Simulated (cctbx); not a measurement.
# Occupancies in Ca3C3Br2

Cell a = 3.9590 Å, b = 13.4550 Å, c = 11.9210 Å, α = 90.00°, β = 90.00°, γ = 90.00°; space group Cmcm (no. 63); nominal formula Ca3C3Br2.

The data are simulated with cctbx, not measured: Cu Kα, λ = 1.54184 Å, to d = 0.83 Å, 95 % of the full sphere, strongest reflection 20000 counts, noise from counting, a 3 % proportional error and a noise floor of 4 counts (s.d.); no absorption.

With every site full:

```text
Rint 0.032, 355 unique reflections to 0.83 A
cycle     R1     wR2    GooF  max shift (A)
   1  0.0512  0.1166   5.096   0.00488
   2  0.0101  0.0241   1.052   0.00000
final R1 0.0101 wR2 0.0241 GooF 1.052  parameters 28  data/parameter 12.7
atom        x        y        z      Ueq    occ   su(xyz)  su(Uiso or U11)
Br1    0.00000  0.00000  0.00000   0.0159  1.000  0.00000  0.0002
Br2    0.50000  0.03001  0.75000   0.0156  1.000  0.00002  0.0002
Ca1    0.00000  0.12109  0.25000   0.0220  1.000  0.00005  0.0004
Ca2    0.00000  0.34313  0.44027   0.0132  1.000  0.00004  0.0002
C1     0.50000  0.24516  0.25000   0.0213  1.000  0.00027  0.0017
C2     0.50000  0.23650  0.36348   0.0288  1.000  0.00024  0.0015
difference map: max 0.26 min -0.34 rms 0.07
Q1    0.0000  0.1390  0.7500    4    0.26  1.56 A from C1
Q2    0.1252  0.4967  0.2500    8    0.24  0.61 A from Br2
Q3    0.0000  0.2335  0.1181    8    0.24  1.63 A from Ca2
Q4    0.0000  0.3592  0.2500    4    0.24  1.49 A from Br2
Q5    0.0000  0.3719  0.6502    8    0.21  1.47 A from C2
Q6    0.0000  0.4796  0.1107    8    0.21  1.67 A from Br2
```

With the occupancies of the suspect sites free, each still typed as its main element:

```text
Rint 0.032, 355 unique reflections to 0.83 A
cycle     R1     wR2    GooF  max shift (A)
   1  0.0511  0.1172   5.129   0.00059
   6  0.0093  0.0216   0.946   0.00008
final R1 0.0093 wR2 0.0216 GooF 0.945  parameters 29  data/parameter 12.2
atom        x        y        z      Ueq    occ   su(xyz)  su(Uiso or U11)
Br1    0.00000  0.00000  0.00000   0.0160  1.000  0.00000  0.0002
Br2    0.50000  0.03001  0.75000   0.0157  1.000  0.00002  0.0002
Ca1    0.00000  0.12109  0.25000   0.0205  0.972  0.00005  0.0004
Ca2    0.00000  0.34312  0.44026   0.0133  1.000  0.00003  0.0002
C1     0.50000  0.24508  0.25000   0.0214  1.000  0.00024  0.0016
C2     0.50000  0.23639  0.36352   0.0290  1.000  0.00021  0.0013
su of occupancy Ca1: 0.003
difference map: max 0.28 min -0.20 rms 0.06
Q1    0.0000  0.1344  0.7500    4    0.28  1.62 A from C1
Q2    0.0000  0.2378  0.1155    8    0.26  1.57 A from Ca2
Q3    0.0000  0.3631  0.2500    4    0.26  1.44 A from Br2
Q4    0.0000  0.4873  0.1136    8    0.22  1.64 A from Br2
Q5    0.1520  0.4955  0.2500    8    0.21  0.69 A from Br2
Q6    0.0000  0.0565  0.2500    4    0.19  0.87 A from Ca1
```

**Question.** What is the disorder?

X-rays count electrons. Ca1 refines to 0.972(0.003), or 19.4 electrons; the site truly holds 0.97 Ca, 19.4 electrons, which is 0.970 of Ca. A value under 1 can't tell vacancies from a lighter guest, and one over 1 needs a heavier guest; chemistry or a second radiation must settle which. Occupancy correlates with U and the scale, so the match is approximate.

Freeing them takes R1 from 0.0101 to 0.0093 and GooF from 1.05 to 0.94.

This is a model crystal, built by substitution and not relaxed, with assumed displacement parameters.

[Middle refinement cycles are left out of these outputs.]

[Logs are printed without paths, hosts, clocks, repeated set-up lines and the standing remarks that a program may print on its own settings, such as how far it seeks lower states.]
